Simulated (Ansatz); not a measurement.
# What Be2Sn (model cell, started as antifluorite) distorts into

Which phase does Be2Sn (model cell, started as antifluorite) fall into along its unstable mode, and how much energy does it gain?

Calculated with Ansatz 0.2.0; DFT PBEsol, scalar-relativistic, plane waves, PAW.

The structure was built from a prototype and need not be the compound's stable phase.

## (1) Starting point

It takes space group Fm-3m (No. 225, cubic). The conventional cell has a = 5.761 Å, b = 5.761 Å, c = 5.761 Å, α = 90.00°, β = 90.00°, γ = 90.00°. Sn has 8 Be at 2.49 Å nearest. Nearest to Be lie 4 Sn at 2.49 Å. Farther neighbours are not listed.

## (2) Phonons on a q mesh

The cell comes from relaxations at this level that are not shown. Stability and thermal properties need the whole zone. Linear response on a 4×4×4 q mesh gives force constants as far as a supercell of that size would.

Input file input.yaml:

```yaml
crystal:
  lattice:
    - [0.0, 2.8806534513, 2.8806534513]
    - [2.8806534513, 0.0, 2.8806534513]
    - [2.8806534513, 2.8806534513, 0.0]
  atoms:
    - { symbol: Sn, position: [0.0, 0.0, 0.0] }
    - { symbol: Be, position: [0.25, 0.25, 0.25] }
    - { symbol: Be, position: [0.75, 0.75, 0.75] }
kpoints:
  mp_grid: { grid: [12, 12, 12] }
hamiltonian:
  xc: pbesol
scf:
  occupations: { method: methfessel_paxton, width: 0.15 }
output:
  eigenvalues: true
phonons:
  method: dfpt
  qmesh: [4, 4, 4]
  temperatures: { t_max: 1000, t_step: 50 }
  qpath:
    path:
      - [[0.0, 0.0, 0.0], [0.5, 0.0, 0.5], [0.625, 0.25, 0.625]]
      - [[0.375, 0.375, 0.75], [0.0, 0.0, 0.0], [0.5, 0.5, 0.5], [0.5, 0.25, 0.75], [0.5, 0.0, 0.5]]
    npoints: 10
```

Command:

```
> ansatz run input.yaml --threads 4 --pin off --max-ram 7168MiB --backend cpu --events-out ev --progress --plain --runs-dir out
```

Numbers of over 12 decimals in the logs are rounded to 6 here.

What it wrote:

```text
Warning: phonons: the dynamical matrix that this run interpolates holds no multipole term above the dipole-dipole one, and a site of this crystal is no centre of inversion, so its interpolated transverse optical and acoustic branches and sound speeds can stay off near Gamma, and the density of states and the thermodynamics with them. What a run solves at a wave vector of phonons.qpoints, Gamma apart, where the deck admits one, is free of this, and under fd what a larger phonons.supercell samples
Engine: ansatz 0.2.0, aarch64-unknown-linux-gnu
Pseudopotentials: kind: paw
Pseudopotential: Sn, paw, valence charge 14, recommended cutoff 420 eV (normal), Sn.paw.azcp
Pseudopotential: Be, paw, valence charge 2, recommended cutoff 420 eV (normal), Be.paw.azcp
Functional definition: PBEsol
  exchange = pbesol_x
  correlation = pbesol_c
Crystal: 3 atoms, lattice volume = 47.808 Å³
Basis set: ecut = 420 eV, 941 PW (Γ), exchange–correlation on 60×60×60 points (8 copies of the dense FFT grid, shifted against one another)
Bands: 13, of which v1, the nominal top of the filled ones, is band 9 counted from 1 (8 counted from 0)
Symmetry: 48 space group operations
k-points: 72 of 1728
Non-local potential: Sn, projectors of the file, l = 0: 2, l = 1: 2, l = 2: 2, l = 3: 2
Non-local potential: Be, projectors of the file, l = 0: 2, l = 1: 2, l = 2: 1
PAW form: soft (Blöchl's): semilocal exchange-correlation on the pseudo side does not see the compensation charge
PAW frozen core: Sn, regenerated for the run's functional, and the local potential with it (the file was generated under x = pbe(κ = 0.804, μ = 0.219515), c = pbe(β = 0.066725))
PAW frozen core: Be, regenerated for the run's functional, and the local potential with it (the file was generated under x = pbe(κ = 0.804, μ = 0.219515), c = pbe(β = 0.066725))
PAW one-centre angular grid: Sn, 590 points (default); XC on 64 Gauss nodes
PAW one-centre angular grid: Be, 110 points (default); XC on 64 Gauss nodes
Initial density: superposition of atomic densities (neutral atoms: chi_scale 0, normalization atom), corrected by the library's trained network
Initial wavefunctions: pseudopotential atomic-orbital guess
Functional: x = pbesol(κ = 0.804, μ = 0.123457), c = pbesol(β = 0.046)
SCF iter   1: F=—  HF=-6128.936233 eV  |F-HF|=—  |Δ(HF+E_count)|=         —  Δρ=3.67e-3  dr2=7.79e-3  ethr=1.77e-3  ⟨swp⟩=5.1  Hψ=5359  notcnv=0
preconditioner: auto → none  [insulator: Δε(μ)=0.108 eV  Ē_g=17.394 eV  σ=0.150 eV  W_gap=0.57  n_scr=14 (ndim 8)  ℏωp=22.8 eV  f_vac=0.005  D(μ)=0.38/eV (n_scr^D=0)  ε∞_Penn≈2.7]
SCF iter   2: F=—  HF=-6128.934360 eV  |F-HF|=—  |Δ(HF+E_count)|=   1.87e-3  S|Δr|=    0.00e0  Δρ=1.96e-3  dr2=1.81e-3  ethr=4.33e-5  ⟨swp⟩=1.0  Hψ=1520  notcnv=0
SCF iter   3: F=—  HF=-6128.934508 eV  |F-HF|=—  |Δ(HF+E_count)|=   1.48e-4  S|Δr|=    0.00e0  Δρ=1.05e-3  dr2=5.92e-4  ethr=1.00e-5  ⟨swp⟩=2.0  Hψ=1580  notcnv=0
SCF iter   4: F=—  HF=-6128.934190 eV  |F-HF|=—  |Δ(HF+E_count)|=   3.18e-4  S|Δr|=    0.00e0  Δρ=2.74e-4  dr2=3.19e-5  ethr=3.29e-6  ⟨swp⟩=2.1  Hψ=1546  notcnv=0
SCF iter   5: F=—  HF=-6128.934178 eV  |F-HF|=—  |Δ(HF+E_count)|=   1.15e-5  S|Δr|=    0.00e0  Δρ=1.56e-4  dr2=9.14e-6  ethr=1.77e-7  ⟨swp⟩=2.0  Hψ=1579  notcnv=0
SCF iter   6: F=—  HF=-6128.934175 eV  |F-HF|=—  |Δ(HF+E_count)|=   3.85e-6  S|Δr|=    0.00e0  Δρ=7.56e-5  dr2=2.26e-6  ethr=5.08e-8  ⟨swp⟩=2.0  Hψ=1562  notcnv=0
SCF iter   7: F=—  HF=-6128.934175 eV  |F-HF|=—  |Δ(HF+E_count)|=   1.16e-7  S|Δr|=    0.00e0  Δρ=1.92e-5  dr2=1.41e-7  ethr=1.26e-8  ⟨swp⟩=2.6  Hψ=1519  notcnv=0
SCF iter   8: F=—  HF=-6128.934175 eV  |F-HF|=—  |Δ(HF+E_count)|=   7.16e-8  S|Δr|=    0.00e0  Δρ=2.09e-6  dr2=1.55e-9  ethr=7.84e-10  ⟨swp⟩=2.0  Hψ=1516  notcnv=0
SCF iter   9: F=-6128.934175 eV  HF=-6128.934175 eV  |F-HF|=6.37e-12  |Δ(HF+E_count)|=  7.61e-10  S|Δr|=    0.00e0  Δρ=9.66e-8  dr2=2.99e-12  ethr=1.00e-12  ⟨swp⟩=5.1  Hψ=4924  notcnv=0
SCF 1 converged in 9 iterations: F = -6128.934175 eV  dr2 = 2.99e-12
  greatest PAW one-centre occupation: 0.990 electrons in one spin orbital (limit 2), on the Sn atom at site 0 (counted from 0), in its partial waves of l = 2
Initial density: read from a saved state, or passed on in memory by an earlier SCF of this step, an earlier step, the calling program or the single point that the run made first
iter 1 solved again at ethr=1.49e-6 eV; its pass at ethr=3.10e-3 eV (dr2=2.68e-4 eV) is discarded
SCF iter   1: F=—  HF=-6128.934175 eV  |F-HF|=—  |Δ(HF+E_count)|=         —  Δρ=1.24e-6  dr2=5.63e-10  ethr=1.49e-6  ⟨swp⟩=2.0  Hψ=7568  notcnv=0
eigensolver tolerance schedule: the retry pair's looser diagonalisation over-reported the residual by 476748.51 of it (diagonalisation noise at an unbounded share of the residual, at the tolerance the schedule requests for it); recorded, not acted on — ethr = c·dr2/N_el stays at c = 1.0e-1
preconditioner: auto → none  [insulator: Δε(μ)=0.108 eV  Ē_g=17.405 eV  σ=0.150 eV  W_gap=0.56  n_scr=14 (ndim 8)  ℏωp=22.8 eV  f_vac=0.000  D(μ)=0.38/eV (n_scr^D=0)  ε∞_Penn≈2.7]
SCF iter   2: F=—  HF=-6128.934175 eV  |F-HF|=—  |Δ(HF+E_count)|=   6.90e-7  S|Δr|=    0.00e0  Δρ=6.66e-7  dr2=2.02e-10  ethr=3.13e-12  ⟨swp⟩=4.0  Hψ=2463  notcnv=0
SCF iter   3: F=—  HF=-6128.934175 eV  |F-HF|=—  |Δ(HF+E_count)|=  4.55e-11  S|Δr|=    0.00e0  Δρ=4.22e-7  dr2=7.21e-11  ethr=1.12e-12  ⟨swp⟩=1.0  Hψ=936  notcnv=0
SCF iter   4: F=—  HF=-6128.934175 eV  |F-HF|=—  |Δ(HF+E_count)|=  2.00e-11  S|Δr|=    0.00e0  Δρ=2.79e-7  dr2=3.05e-11  ethr=1.00e-12  ⟨swp⟩=1.0  Hψ=936  notcnv=0
SCF iter   5: F=-6128.934175 eV  HF=-6128.934175 eV  |F-HF|=0.00e0  |Δ(HF+E_count)|=  8.19e-12  S|Δr|=    0.00e0  Δρ=6.62e-8  dr2=2.10e-12  ethr=1.00e-12  ⟨swp⟩=1.8  Hψ=2263  notcnv=0
SCF 2 converged in 5 iterations: F = -6128.934175 eV  dr2 = 2.10e-12
phonons: the bands overlap, so this run is a metal and interpolates without the dipole-dipole term. If the crystal is really an insulator or semiconductor, its LO-TO splitting is missing
NSCF: frozen V_eff on 72 k-points
NSCF: frozen V_eff on 163 k-points
DFPT response loops at q = (0, 0, 0) (fractional): preconditioner auto → Kerker (q_TF=auto, 2.318 Å⁻¹) (partly filled bands, converged f_vac=0.000); β = 1.00, the filter's whole step (`scf.mixing.beta` (0.50) is not read by the response loops under this deck's `scf.mixing.preconditioner`; to damp them name `kerker` or `kerker_dos`, under which they read `scf.mixing.beta`, and type it under 1.00, their step now; both keys bind the ground state too); Broyden in place of MSR1
NSCF: frozen V_eff on 1872 k-points
DFPT response loops at q = (0, 0, 0.25) (fractional): mixed as the last ones told, above
NSCF: frozen V_eff on 952 k-points
DFPT response loops at q = (0, 0, -0.5) (fractional): mixed as the last ones told, above
NSCF: frozen V_eff on 1020 k-points
DFPT response loops at q = (0, 0.25, 0.25) (fractional): mixed as the last ones told, above
NSCF: frozen V_eff on 3456 k-points
DFPT response loops at q = (0, 0.25, -0.5) (fractional): mixed as the last ones told, above
NSCF: frozen V_eff on 1872 k-points
DFPT response loops at q = (0, 0.25, -0.25) (fractional): mixed as the last ones told, above
NSCF: frozen V_eff on 560 k-points
DFPT response loops at q = (0, -0.5, -0.5) (fractional): mixed as the last ones told, above
NSCF: frozen V_eff on 1020 k-points
DFPT response loops at q = (0.25, -0.5, -0.25) (fractional): mixed as the last ones told, above
SCF converged after 9 iterations
Stability not checked: this state was not tested for a lower state beside it, because cold or Methfessel-Paxton smearing, or corrected tetrahedra, fill the levels in a way that the test cannot read (fill_not_monotonic; see scf.lower_state_search)
Free energy (F): -6128.934175 eV
Harris-Foulkes:  -6128.934175 eV  (|F-HF|=6.37e-12)
Internal energy: -6128.934991 eV  (E = F + TS)
E sigma→0 (E₀):  -6128.934379 eV
Entropy (-TS):   0.000816 eV (0.272 meV/atom)
Fermi energy:    8.944193 eV
--- Per-component energies (eV) ---
  E_band       = -94.757582
  E_kinetic    = 226.317465
  E_local      = -1085.996436  (includes V_loc(G=0)·N_el)
  E_nonlocal   = -21.225888
  E_hartree    = 642.406535
  E_xc         = -416.473472
  E_vxc        = -136.388821  (∫ρ·V_xc dr)
  E_paw        = -4182.283859  (= ΣΔE_a)
  E_vpaw       = -362.276981  (= ΣTr[D̂ρ^β])
  E_aug_tail   = -0.000001  (compensation charges beyond the density's cutoff)
  E_ewald      = -1291.983236
  E_core_change = 0.303902  (= ΣΔE_core)
  E_smearing   = 0.000816  (= −TS)
  E_closure    = 0.000000  (closes the sum)
  Σ components = -6128.934175   (vs F -6128.934175, Δ=0.00e0)
--- Band table (eV; the first three rows and the last of 72) ---
  k-point 0: bands = [... 5 lower, -2.4664, 9.7333, 9.7333, 9.7333, 9.9531, 9.9531, 9.9531, 12.8135]
  k-point 1: bands = [... 5 lower, -2.3848, 8.3066, 9.1941, 9.1941, 10.4936, 10.4936, 10.7940, 13.0176]
  k-point 2: bands = [... 5 lower, -2.1417, 6.6586, 8.6465, 8.6465, 10.9226, 10.9226, 11.0185, 13.3423]
  k-point 71: bands = [... 5 lower, 0.6921, 3.6715, 3.6715, 4.5091, 11.7372, 11.7372, 13.1480, 13.6026]
--- Phonons (Γ-DFPT): 2 representative perturbations + reference (Σ response iterations 6) ---
  ASR residual: 1.549e-4 → 0.000e0 eV/Å²; symmetrization residual: 1.544e-7 eV/Å²
  ASR residual per site (eV/Å²): 1.55e-4 4.16e-6 4.16e-6
  Γ frequencies (cm⁻¹): 0.00 0.00 0.00 297.42 297.42 297.42 357.66 357.66 357.66
--- Phonons (arbitrary-q DFPT): 8 irreducible q on the 4×4×4 mesh ---
  q = [0.0000, 0.0000, 0.0000] (star 1, of the zone-centre solve; hermiticity 4.20e-8, symmetrization 2.64e-12): -0.00 -0.00 0.00 297.42 297.42 297.42 357.66 357.66 357.66
  q = [0.0000, 0.0000, 0.2500] (star 8, 2 solved perturbations on 936 of 1728 k-point pairs; hermiticity 1.36e-7, symmetrization 4.75e-12): -32.30 -32.30 108.90 294.03 294.03 337.18 361.35 361.35 417.50
  q = [0.0000, 0.0000, -0.5000] (star 4, 2 solved perturbations on 476 of 1728 k-point pairs; hermiticity 7.48e-9, symmetrization 1.07e-12): -68.53 -68.53 137.57 330.89 330.89 361.31 361.31 380.04 457.75
  q = [0.0000, 0.2500, 0.2500] (star 6, 4 solved perturbations in 1608 linear systems a pass and spin channel, the states on 510 of 1728 k-point pairs; hermiticity 5.80e-8, symmetrization 3.59e-13): -48.52 -48.52 113.85 293.87 293.87 366.60 371.25 371.25 401.29
  q = [0.0000, 0.2500, -0.5000] (star 24, 4 solved perturbations in 5328 linear systems a pass and spin channel, the states on 1728 of 1728 k-point pairs; hermiticity 8.34e-8, symmetrization 8.62e-13): -78.77 81.92 121.62 327.44 333.14 361.50 372.36 388.14 397.50
  q = [0.0000, 0.2500, -0.2500] (star 12, 4 solved perturbations in 2892 linear systems a pass and spin channel, the states on 936 of 1728 k-point pairs; hermiticity 4.90e-8, symmetrization 3.88e-14): -23.01 95.50 100.09 309.95 346.77 360.33 365.36 373.43 393.86
  q = [0.0000, -0.5000, -0.5000] (star 3, 4 solved perturbations in 886 linear systems a pass and spin channel, the states on 280 of 1728 k-point pairs; hermiticity 9.02e-8, symmetrization 5.99e-13): -116.08 -116.08 161.54 346.09 346.09 348.14 348.14 395.05 432.16
  q = [0.2500, -0.5000, -0.2500] (star 6, 4 solved perturbations in 1544 linear systems a pass and spin channel, the states on 510 of 1728 k-point pairs; hermiticity 1.28e-7, symmetrization 1.09e-12): 58.54 104.72 104.72 314.89 353.47 353.47 374.26 381.19 389.55
  sum rule: each row above includes the acoustic sum rule's correction from the zone centre's row sums; it moved no ω² by more than (0.60 cm⁻¹)²
  mesh force constants: q→R imaginary residual 4.42e-18; ASR residual 1.549e-4 → 0.000e0 eV/Å²; symmetrization residual 3.553e-15 eV/Å²
  interpolated dispersion: 62 rows × 9 modes
  density of states and harmonic sums: on the 20×20×20 q-mesh, interpolated from the force constants of a 4×4×4 supercell (no non-analytic term)
  largest difference from the sums on the solved wave vectors: F 8.01e-2 eV, S 9.59e-5 and C_V 2.23e-5 eV/K
  zero-point energy: 0.143935 eV/cell   skipped modes (ω ≤ 0): 287, of them read as no rigid motion or as one in doubt: 284 (1.082e0 modes/cell left out, lowest -116.08 cm⁻¹)   left out of the sums: 1.20e-1 of the cell's modes: C_V's classical limit lies that fraction below 3 k_B per atom; for a crystal, a wire or a layer, F and S can be off by more, and a phonons.interpolated_qmesh denser along its periods is the remedy for the sampling
```

Run time: 3.9 min. Hardware: 4 threads of Arm Neoverse V2, shared host; peak memory 2.6 GiB.

Numbers from this step:

| Item | Value |
| --- | --- |
| volume per atom | 15.94 Å³ |
| gap on the k-mesh | 0 eV |
| sum-rule residual before enforcement | 1.55e-4 eV/Å² |
| lowest frequency on the path | -116.1 cm⁻¹ |
| point group | m-3m |
| highest frequency on the path or at a solved wavevector | 457.8 cm⁻¹ |
| highest optical mode at the zone centre (no LO-TO term) | 357.7 cm⁻¹ |
| lowest optical zone-centre mode | 297.4 cm⁻¹ |
| lowest mode on the q mesh (acoustic modes at Γ apart) | -116.1 cm⁻¹ |

Frequencies (cm⁻¹) solved at each irreducible wavevector; negative means imaginary. Frequencies by wavevector, by row:

```csv
q in reciprocal lattice units,star,mode 1,mode 2,mode 3,mode 4,mode 5,mode 6,mode 7,mode 8,mode 9
0 0 0,1,0,0,0,297.4,297.4,297.4,357.7,357.7,357.7
0 0 0.25,8,-32.3,-32.3,108.9,294,294,337.2,361.4,361.4,417.5
0 0 -0.5,4,-68.5,-68.5,137.6,330.9,330.9,361.3,361.3,380,457.8
0 0.25 0.25,6,-48.5,-48.5,113.8,293.9,293.9,366.6,371.2,371.2,401.3
0 0.25 -0.5,24,-78.8,81.9,121.6,327.4,333.1,361.5,372.4,388.1,397.5
0 0.25 -0.25,12,-23,95.5,100.1,309.9,346.8,360.3,365.4,373.4,393.9
0 -0.5 -0.5,3,-116.1,-116.1,161.5,346.1,346.1,348.1,348.1,395.1,432.2
0.25 -0.5 -0.25,6,58.5,104.7,104.7,314.9,353.5,353.5,374.3,381.2,389.6
```

Interpolated from a 4×4×4 q mesh. The phonon branches at the labelled points (cm⁻¹):

```csv
point,branch 1,branch 2,branch 3,branch 4,branch 5,branch 6,branch 7,branch 8,branch 9
Γ,0,0,0,297,297,297,358,358,358
halfway,-48,-48,114,294,294,367,371,371,401
X,-116,-116,162,346,346,348,348,395,432
halfway,-108,-85,156,342,345,350,354,393,420
U,-87,75,141,332,340,355,371,387,395
jump to K,-87,75,141,332,340,355,371,387,395
halfway,18,77,82,296,318,340,362,392,393
Γ,0,0,0,297,297,297,358,358,358
halfway,-32,-32,109,294,294,337,361,361,418
L,-68,-68,138,331,331,361,361,380,458
halfway,-39,70,125,330,347,352,374,379,404
W,58,105,105,315,354,354,374,381,390
halfway,-80,-70,149,335,350,351,357,391,410
X,-116,-116,162,346,346,348,348,395,432
```

The phonon branches as a text plot (rows in cm⁻¹):

```
    446 |                                     ******
    422 |       *********                   **      **        ***
    398 |    *** ********** ******        **          ** ********
    374 |  *******       *******  ****   *    ***************
    350 |**  **   ***********************************************
    326 |  **    ***    *****  *****       **  ***************
    302 |**    **            ******************
    278 |  ****                     *
    255 |
    231 |
    207 |
    183 |
    159 |         *******                                     ***
    135 |       **       ***                  *********     **
    111 |      *           ****             **         *****
     87 |    **              *****         *           **  *
     63 |   *            **      ****     *           *  ***
     39 |  *                      ****   *           *  *   *
     15 | ***                   ******  ***
     -8 |*   **                *     ***   *        *  *
    -32 |                    **             *         *     **
    -56 |      *        *   *                **** ****       *
    -80 |       **     *  **                     *            *
   -104 |         ********                                    ***
         Γ           X  U|K            Γ         L        W     X
```

Symmetry leaves 8 wavevectors to solve. The lowest mode among them, the acoustic zeros apart, lies at q = (0, -0.5, -0.5) and is imaginary, 116.1i cm⁻¹, so the energy falls along it.

## (3) The mode frozen in, largest atomic shift 0 Å

The mode followed lies at q = (0, 0.25, -0.5) with frequency 78.8i cm⁻¹, one of the unstable modes though not the softest. At small amplitude the distorted cell has space group no. 15 by a symmetry search on the positions. The undistorted cell that holds it gives the zero of energy on the same k mesh.

System of this step: Be2Sn (model cell, started as antifluorite). It takes space group Fm-3m (No. 225, cubic). Conventional cell: a = 5.761 Å, b = 5.761 Å, c = 5.761 Å, α = 90.00°, β = 90.00°, γ = 90.00°. Nearest to Sn lie 8 Be at 2.49 Å. Nearest to Be lie 4 Sn at 2.49 Å. Farther neighbours are not listed.

Input file input.yaml:

```yaml
crystal:
  lattice:
    - [0.0, 2.8806534513, 2.8806534513]
    - [-2.8806534513, 5.7613069026, -2.8806534513]
    - [-5.7613069026, -2.8806534513, 2.8806534513]
  atoms:
    - { symbol: Sn, position: [0.0, 0.0, 0.0] }
    - { symbol: Sn, position: [0.25, 0.5, 0.25] }
    - { symbol: Sn, position: [0.5, 0.0, 0.5] }
    - { symbol: Sn, position: [0.75, 0.5, 0.75] }
    - { symbol: Be, position: [0.5625, 0.875, 0.8125] }
    - { symbol: Be, position: [0.8125, 0.375, 0.0625] }
    - { symbol: Be, position: [0.0625, 0.875, 0.3125] }
    - { symbol: Be, position: [0.3125, 0.375, 0.5625] }
    - { symbol: Be, position: [0.6875, 0.625, 0.4375] }
    - { symbol: Be, position: [0.9375, 0.125, 0.6875] }
    - { symbol: Be, position: [0.1875, 0.625, 0.9375] }
    - { symbol: Be, position: [0.4375, 0.125, 0.1875] }
kpoints:
  mp_grid: { grid: [8, 8, 6] }
hamiltonian:
  xc: pbesol
scf:
  occupations: { method: methfessel_paxton, width: 0.15 }
output:
  forces: true
  stress: true
  eigenvalues: true
```

What it wrote:

```text
[...]
Crystal: 12 atoms, lattice volume = 191.233 Å³
Basis set: ecut = 420 eV, 3717 PW (Γ), exchange–correlation on 60×96×96 points (8 copies of the dense FFT grid, shifted against one another)
Bands: 48, of which v1, the nominal top of the filled ones, is band 36 counted from 1 (35 counted from 0)
Symmetry: 16 space group operations
[...]
k-points: 114 of 384
[...]
k-point 0: bands = [... 32 lower, 7.6663, 9.4330, 9.4330, 9.7333, 9.7335, 9.7341, 9.9518, 9.9520, ... 8 higher]
  k-point 1: bands = [... 32 lower, 7.4538, 8.5519, 8.8671, 9.4302, 9.5102, 9.5269, 9.8865, 10.3411, ... 8 higher]
  k-point 2: bands = [... 32 lower, 7.0227, 7.2051, 8.0120, 8.8490, 9.5326, 9.6697, 9.8492, 10.0336, ... 8 higher]
  k-point 113: bands = [... 32 lower, 6.6087, 6.6087, 7.0632, 7.0632, 8.9238, 8.9238, 10.0686, 10.0686, ... 8 higher]
[key lines of the parts left out:]
SCF converged after 7 iterations
Free energy (F): -24515.737066 eV
Fermi energy:    8.927428 eV
P = ⅓ Tr σ = -0.0215 GPa (-0.215 kbar)
```

Wall time 23 s (4 threads); peak memory 1 GiB.

This step gave:

```yaml
pressure: -0.02154 GPa
energy_from_the_undistorted_cell: 0 meV/atom
```

The run ends at a pressure of -0.02 GPa, with forces up to 0.015 eV/Å.

(Part 1 of 2 ends here.)

[Logs are printed without paths, hosts, clocks, repeated set-up lines and the standing remarks that a program may print on its own settings, such as how far it seeks lower states.]

[Hosts, paths, dates, database ids (printed as entryN), source tags and the programs' standing remarks are cut or masked in the printed files.]
